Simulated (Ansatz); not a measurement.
# Changed inputs in constrained RPA: NaPrSe2 (R-3m)

Wanted: the sensitivity and cost of U and J for NaPrSe2 (R-3m).

Program: Ansatz 0.2.0. Level of theory: constrained RPA on LDA, plane waves, PAW. Results are calculated unless marked as measured.

### 1. Set-up

The structure is trigonal, space group R-3m (No. 166). Conventional cell: a = 4.303 Å, b = 4.303 Å, c = 20.791 Å, α = 90.00°, β = 90.00°, γ = 120.00°. Na has 6 Se at 3.07 Å nearest. Nearest to Pr lie 6 Se at 2.99 Å. Se has 3 Pr at 2.99 Å and 3 Na at 3.07 Å nearest. Farther neighbours and most contacts between anions are not listed.

The cell and positions are those that the Materials Project relaxed with its own functionals (PBE, PBE+U or r2SCAN), kept fixed. Spin-orbit coupling is left out unless a step names it. The default PAW set here is soft_2. Its files were made with PBE.

### 2. Base: Pr f, bands v1 to c6, 4×4×4 mesh, medium accuracy

Constrained RPA screens the interaction with every transition except those inside the target bands, which a later many-body model would treat itself.

Input file input.yaml:

```yaml
crystal:
  lattice:
    - [2.98688984, 6.02968379, 2.98688984]
    - [2.98688984, 2.98688984, 6.02968379]
    - [6.02968379, 2.98688984, 2.98688984]
  atoms:
    - { symbol: Na, position: [0.5, 0.5, 0.5] }
    - { symbol: Pr, position: [0.0, 0.0, 0.0] }
    - { symbol: Se, position: [0.74673328, 0.74673328, 0.74673328] }
    - { symbol: Se, position: [0.25326672, 0.25326672, 0.25326672] }
kpoints:
  mp_grid: { grid: [8, 8, 8] }
hamiltonian:
  xc: lda
scf:
  occupations: { method: gaussian, width: 0.08 }
  n_extra_bands: 21
  max_iter: 150
output:
  crpa:
    kmesh: [4, 4, 4]
    target_bands: [v1, c6]
    projections: [{ species: Pr, l: f, shell: 4 }]
  local_orbitals:
    kmesh: [8, 8, 8]
    orbitals: [{ species: Pr, l: f, shell: 4 }]
    window: { bands: [v1, c6] }
    seedname: lo
```

Started as:

```bash
ansatz run input.yaml --threads 4 --pin off --max-ram 9216MiB --backend cpu --events-out ev --progress --plain --runs-dir out
```

Numbers of over 12 decimals in the logs are rounded to 6 here.

The program printed:

```text
Pr: projections on atomic orbitals take those of the free atom [Kr 4d10] 4f3 5s2 5p6 5d0 6s2, of charge +0.00 (hamiltonian.pseudopotentials.projection_atoms); the dataset's partial waves leave at most 1.4e-3 of an orbital's norm unspanned inside its sphere
scf.n_extra_bands = 21 over 27 filled bands (N_el = 54.0): the run solves 48 bands
Engine: ansatz 0.2.0, aarch64-unknown-linux-gnu
Pseudopotentials: kind: paw
Pseudopotential: Na, paw, valence charge 9, recommended cutoff 420 eV (normal), Na.paw.azcp
Pseudopotential: Pr, paw, valence charge 13, recommended cutoff 420 eV (normal), Pr.paw.azcp
Pseudopotential: Se, paw, valence charge 16, recommended cutoff 420 eV (normal), Se.paw.azcp
Functional definition: SPW92
  exchange = slater_x
  correlation = pw_c
Crystal: 4 atoms, lattice volume = 111.135 Å³
Basis set: ecut = 420 eV, 2159 PW (Γ)
Bands: 48, of which v1, the nominal top of the filled ones, is band 27 counted from 1 (26 counted from 0)
Symmetry: 12 space group operations
Space group: R-3m (ITA 166), of the structure as read, at distance tolerance 4.8e-5 Å
k-points: 65 of 512
Non-local potential: Na, projectors of the file, l = 0: 3, l = 1: 2, l = 2: 1
Non-local potential: Pr, projectors of the file, l = 0: 3, l = 1: 2, l = 2: 2, l = 3: 3
Non-local potential: Se, projectors of the file, l = 0: 2, l = 1: 2, l = 2: 3, l = 3: 1
PAW form: soft (Blöchl's): semilocal exchange-correlation on the pseudo side does not see the compensation charge
PAW frozen core: Na, regenerated for the run's functional, and the local potential with it (the file was generated under x = pbe(κ = 0.804, μ = 0.219515), c = pbe(β = 0.066725))
PAW frozen core: Pr, regenerated for the run's functional, and the local potential with it (the file was generated under x = pbe(κ = 0.804, μ = 0.219515), c = pbe(β = 0.066725))
PAW frozen core: Se, regenerated for the run's functional, and the local potential with it (the file was generated under x = pbe(κ = 0.804, μ = 0.219515), c = pbe(β = 0.066725))
PAW one-centre angular grid: Na, 110 points (default); XC on 64 Gauss nodes
PAW one-centre angular grid: Pr, 590 points (default); XC on 64 Gauss nodes
PAW one-centre angular grid: Se, 590 points (default); XC on 64 Gauss nodes
Initial density: superposition of atomic densities (neutral atoms: chi_scale 0, normalization atom), corrected by the library's trained network
Initial wavefunctions: pseudopotential atomic-orbital guess
Functional: x = slater, c = lda
SCF iter   1: F=—  HF=-18990.783561 eV  |F-HF|=—  |Δ(HF+E_count)|=         —  Δρ=7.66e-3  dr2=3.23e-2  ethr=1.77e-3  ⟨swp⟩=5.4  Hψ=12486  notcnv=0  defer=242
preconditioner: auto → LDOS  [metal: Δε(μ)=0.000 eV  Ē_g=9.347 eV  σ=0.080 eV  W_gap=0.00  n_scr=28 (ndim 8)  ℏωp=14.9 eV  f_vac=0.037  D(μ)=38.43/eV (n_scr^D=922)  β→1.0]
[...]
NSCF: frozen V_eff on 13 k-points
[...]
cRPA screening: q 1/64
cRPA screening: q 2/64
cRPA screening: q 8/64 (q-point 3)
cRPA screening: q 11/64 (q-point 6)
cRPA screening: q 17/64 (q-point 7)
cRPA screening: q 29/64 (q-point 8)
cRPA screening: q 35/64 (q-point 11)
cRPA screening: q 38/64 (q-point 22)
cRPA screening: q 40/64 (q-point 23)
cRPA screening: q 46/64 (q-point 24)
cRPA screening: q 52/64 (q-point 27)
cRPA screening: q 58/64 (q-point 28)
cRPA screening: q 64/64 (q-point 43)
SCF converged after 14 iterations
Free energy (F): -18990.773126 eV
Harris-Foulkes:  -18990.773126 eV  (|F-HF|=1.41e-8)
Internal energy: -18990.648360 eV  (E = F + TS)
E sigma→0 (E₀):  -18990.710743 eV
Entropy (-TS):   -0.124766 eV (-31.191 meV/atom)
Fermi energy:    7.829638 eV
--- Per-component energies (eV) ---
  E_band       = -1040.853251
  E_kinetic    = 702.283472
  E_local      = -7078.274609  (includes V_loc(G=0)·N_el)
  E_nonlocal   = -995.938025
  E_hartree    = 3219.698218
  E_xc         = -467.476092
  E_vxc        = -491.921987  (∫ρ·V_xc dr)
  E_paw        = -9360.428902  (= ΣΔE_a)
  E_vpaw       = 383.604469  (= ΣTr[D̂ρ^β])
  E_aug_tail   = -0.001236  (compensation charges beyond the density's cutoff)
  E_ewald      = -5015.657294
  E_core_change = 5.146107  (= ΣΔE_core)
  E_smearing   = -0.124766  (= −TS)
  E_closure    = 0.000000  (closes the sum)
  Σ components = -18990.773126   (vs F -18990.773126, Δ=0.00e0)
--- Band table (eV; the first three rows and the last of 65) ---
  k-point 0: bands = [... 23 lower, 6.0966, 6.1136, 6.1136, 7.8363, 7.9034, 7.9034, 8.0048, 8.3520, ... 17 higher]
  k-point 1: bands = [... 23 lower, 5.6230, 6.0257, 6.1342, 7.8411, 7.8985, 7.9015, 7.9885, 8.1343, ... 17 higher]
  k-point 2: bands = [... 23 lower, 5.0212, 5.8798, 5.9436, 7.8492, 7.8851, 7.8923, 7.9446, 7.9758, ... 17 higher]
  k-point 64: bands = [... 23 lower, 5.0317, 6.0019, 6.0019, 7.8202, 7.9014, 7.9014, 8.0048, 8.1461, ... 17 higher]
--- cRPA (band scheme, projected local orbitals): target bands 27..33 (1-based), 7 Wannier function(s), 4×4×4 mesh, 66 bands' worth read of 71 solved, ecut_chi 136.0 eV, v(q+G=0) probe_charge, pair densities all_electron ---
  bands read: the sum over 66 bands ends inside a degenerate multiplet in 3 slots, whose members it reads at an even weight; the widest, k=0: bands 66 to 67 (counted from 1) at 1/2 each
  χ-basis size per q: N_G = 382..412
  window electrons = 2.0000, filled by tetrahedron_uncorrected; constrained ε̄⁻¹(q = 0, 0) head = 0.158085; min gauge Gram eig = 0.7398
  Kanamori averages over each shell's own Wannier functions (sites counted from 0, functions from 1):
    Site 1, 4F, 7 of 7 f orbitals (Wannier functions 1, 2, 3, 4, 5, 6, 7; wannier90's mr 1, 2, 3, 4, 5, 6, 7):
      screened: U = 4.0340 eV, U' = 3.0284 eV, J = 0.4841 eV
      screened f-shell averages: U_bar = F0 = 3.1721 eV, J_bar = 0.6277 eV
      screened, to within: U = 1.4e-2 eV, U' = 1.4e-2 eV, J = 1.1e-3 eV
      screened f-shell averages, to within: U_bar = 1.2e-2 eV, J_bar = 1.4e-3 eV
      bare: V = 23.5109 eV, V' = 22.1596 eV, J = 0.6277 eV
      bare f-shell averages: V_bar = F0 = 22.3527 eV, J_bar = 0.8207 eV
  Hermiticity witness max|P − P†| over intra, direct and exchange elements: 1.42e-14 eV (screened), 7.11e-15 eV (bare)
  Reality witness max|Im| over intra, direct and exchange elements: 1.22e-13 eV (screened), 1.36e-18 eV (bare)
```

It took 11 min on 4 threads of Arm Neoverse V1, shared host; peak memory 1.2 GiB; 45 min of CPU time.

This step gave:

| Property | Result |
| --- | --- |
| U | 4.034 eV |
| U prime (inter-orbital) | 3.028 eV |
| J | 0.4841 eV |
| bare V | 23.51 eV |
| bare J | 0.6277 eV |
| stated bound on U | 0.01370 eV |
| U over bare V | 0.1716 |
| electrons in the window | 2.000 |
| head of the constrained inverse dielectric matrix | 0.1581 |
| least eigenvalue of the projection's overlap | 0.7398 |
| target functions | 7 |
| bands in the sums | 66 |
| r.m.s. miss of the model bands | 0.002961 eV |
| width of the target bands | 0.5596 eV |
| weight of the projected orbitals in the window | 0.9399 |

On the Pr f shell, screening brings the on-site interaction from 23.5 eV down to U = 4.03 eV.

### 3. Changed: 2×2×2 mesh

Edit input.yaml of step 2 so:

```diff
@@ -20,9 +20,4 @@
   crpa:
-    kmesh: [4, 4, 4]
+    kmesh: [2, 2, 2]
     target_bands: [v1, c6]
     projections: [{ species: Pr, l: f, shell: 4 }]
-  local_orbitals:
-    kmesh: [8, 8, 8]
-    orbitals: [{ species: Pr, l: f, shell: 4 }]
-    window: { bands: [v1, c6] }
-    seedname: lo
```

The program printed:

```text
[...]
Crystal: 4 atoms, lattice volume = 111.135 Å³
Basis set: ecut = 420 eV, 2159 PW (Γ)
Bands: 48, of which v1, the nominal top of the filled ones, is band 27 counted from 1 (26 counted from 0)
[... 1 set-up line as in the run before ...]
[...]
k-points: 65 of 512
[...]
SCF iter   1: F=—  HF=-18990.783561 eV  |F-HF|=—  |Δ(HF+E_count)|=         —  Δρ=7.66e-3  dr2=3.23e-2  ethr=1.77e-3  ⟨swp⟩=5.4  Hψ=12486  notcnv=0  defer=242
[...]
SCF iter  14: F=-18990.773126 eV  HF=-18990.773126 eV  |F-HF|=1.41e-8  |Δ(HF+E_count)|=   3.15e-8  Δρ=4.83e-6  dr2=1.45e-8  ethr=1.85e-10  ⟨swp⟩=8.9  Hψ=11686  notcnv=0
SCF 1 converged in 14 iterations: F = -18990.773126 eV  dr2 = 1.45e-8
[...]
NSCF: frozen V_eff on 4 k-points
[...]
cRPA screening: q 1/8
cRPA screening: q 2/8
cRPA screening: q 5/8 (q-point 4)
cRPA screening: q 8/8
SCF converged after 14 iterations
Free energy (F): -18990.773126 eV
[...]
Internal energy: -18990.648360 eV  (E = F + TS)
E sigma→0 (E₀):  -18990.710743 eV
Entropy (-TS):   -0.124766 eV (-31.191 meV/atom)
Fermi energy:    7.829638 eV
[...]
--- Band table (eV; the first three rows and the last of 65) ---
  k-point 0: bands = [... 23 lower, 6.0966, 6.1136, 6.1136, 7.8363, 7.9034, 7.9034, 8.0048, 8.3520, ... 17 higher]
  k-point 1: bands = [... 23 lower, 5.6230, 6.0257, 6.1342, 7.8411, 7.8985, 7.9015, 7.9885, 8.1343, ... 17 higher]
  k-point 2: bands = [... 23 lower, 5.0212, 5.8798, 5.9436, 7.8492, 7.8851, 7.8923, 7.9446, 7.9758, ... 17 higher]
  k-point 64: bands = [... 23 lower, 5.0317, 6.0019, 6.0019, 7.8202, 7.9014, 7.9014, 8.0048, 8.1461, ... 17 higher]
[...]
χ-basis size per q: N_G = 385..412
[...]
screened: U = 3.9149 eV, U' = 2.9070 eV, J = 0.4865 eV
      screened f-shell averages: U_bar = F0 = 3.0510 eV, J_bar = 0.6305 eV
      screened, to within: U = 1.4e-2 eV, U' = 1.4e-2 eV, J = 1.1e-3 eV
      screened f-shell averages, to within: U_bar = 1.2e-2 eV, J_bar = 1.4e-3 eV
      bare: V = 23.8201 eV, V' = 22.4510 eV, J = 0.6356 eV
      bare f-shell averages: V_bar = F0 = 22.6466 eV, J_bar = 0.8312 eV
[...]
```

It took 42 s on 4 threads; peak memory 1 GiB.

This step gave:

- U: 3.915 eV
- U prime (inter-orbital): 2.907 eV
- J: 0.4865 eV
- bare V: 23.82 eV
- bare J: 0.6356 eV
- stated bound on U: 0.01316 eV
- U over bare V: 0.1644
- electrons in the window: 2.000
- head of the constrained inverse dielectric matrix: 0.1297
- least eigenvalue of the projection's overlap: 0.7398
- target functions: 7
- bands in the sums: 66
- width of the target bands: 0.5596 eV
- weight of the projected orbitals in the window: 0.9399

On the Pr f shell, screening brings the on-site interaction from 23.8 eV down to U = 3.91 eV.

### 4. Changed: more bands than orbitals

Edit input.yaml of step 3 so:

```diff
@@ -20,4 +20,4 @@
   crpa:
-    kmesh: [2, 2, 2]
-    target_bands: [v1, c6]
+    kmesh: [4, 4, 4]
+    target_bands: [v1, c7]
     projections: [{ species: Pr, l: f, shell: 4 }]
```

The program printed:

```text
Error: invalid value for `output.crpa.projections`: 7 orbital(s) selected but the target window spans 8 band(s); name one orbital per band of it
```

Elapsed: 0.18 s, on 4 threads; peak memory 0.098 GiB.

The input was rejected at the start.

The program's message: “Error: invalid value for `output.crpa.projections`: 7 orbital(s) selected but the target window spans 8 band(s); name one orbital per band of it”

The fault put into this input: more bands than orbitals.

### 5. Side by side

Times are wall times on 4 threads of Arm Neoverse V1, shared host, good to a factor of about two.

| run | bare V (eV) | U (eV) | J (eV) | bound on U (eV) | width (eV) | time |
| --- | --- | --- | --- | --- | --- | --- |
| target window | 23.51 | 4.034 | 0.484 | 0.0137 | 0.56 | 11 min |
| 2×2×2 mesh | 23.82 | 3.915 | 0.486 | 0.0132 | 0.56 | 42 s |

### 6. Results

```json
{
  "target window": "U 4.03 eV, J 0.48 eV",
  "2×2×2 mesh": "U 3.91 eV, J 0.49 eV"
}
```

What this shows: 2×2×2 mesh moves U by −0.12 eV at 0.062 times the time. The printed bound covers the solver alone, not the mesh, and no denser mesh than the base was run. The parent state is non-magnetic and the interaction static (zero frequency); U depends on the window and the orbitals, so it belongs to this model alone.

[Paths, hosts, dates, memory and timing lines, banners, echoed tables and standing remarks are left out of the program output.]

[Logs are printed without paths, hosts, clocks, repeated set-up lines and the standing remarks that a program may print on its own settings, such as how far it seeks lower states.]

[Runs of the session that timed out or met a known fault of the program may be left out.]

[Hosts, paths, dates, database ids (printed as entryN), source tags and the programs' standing remarks are cut or masked in the printed files.]
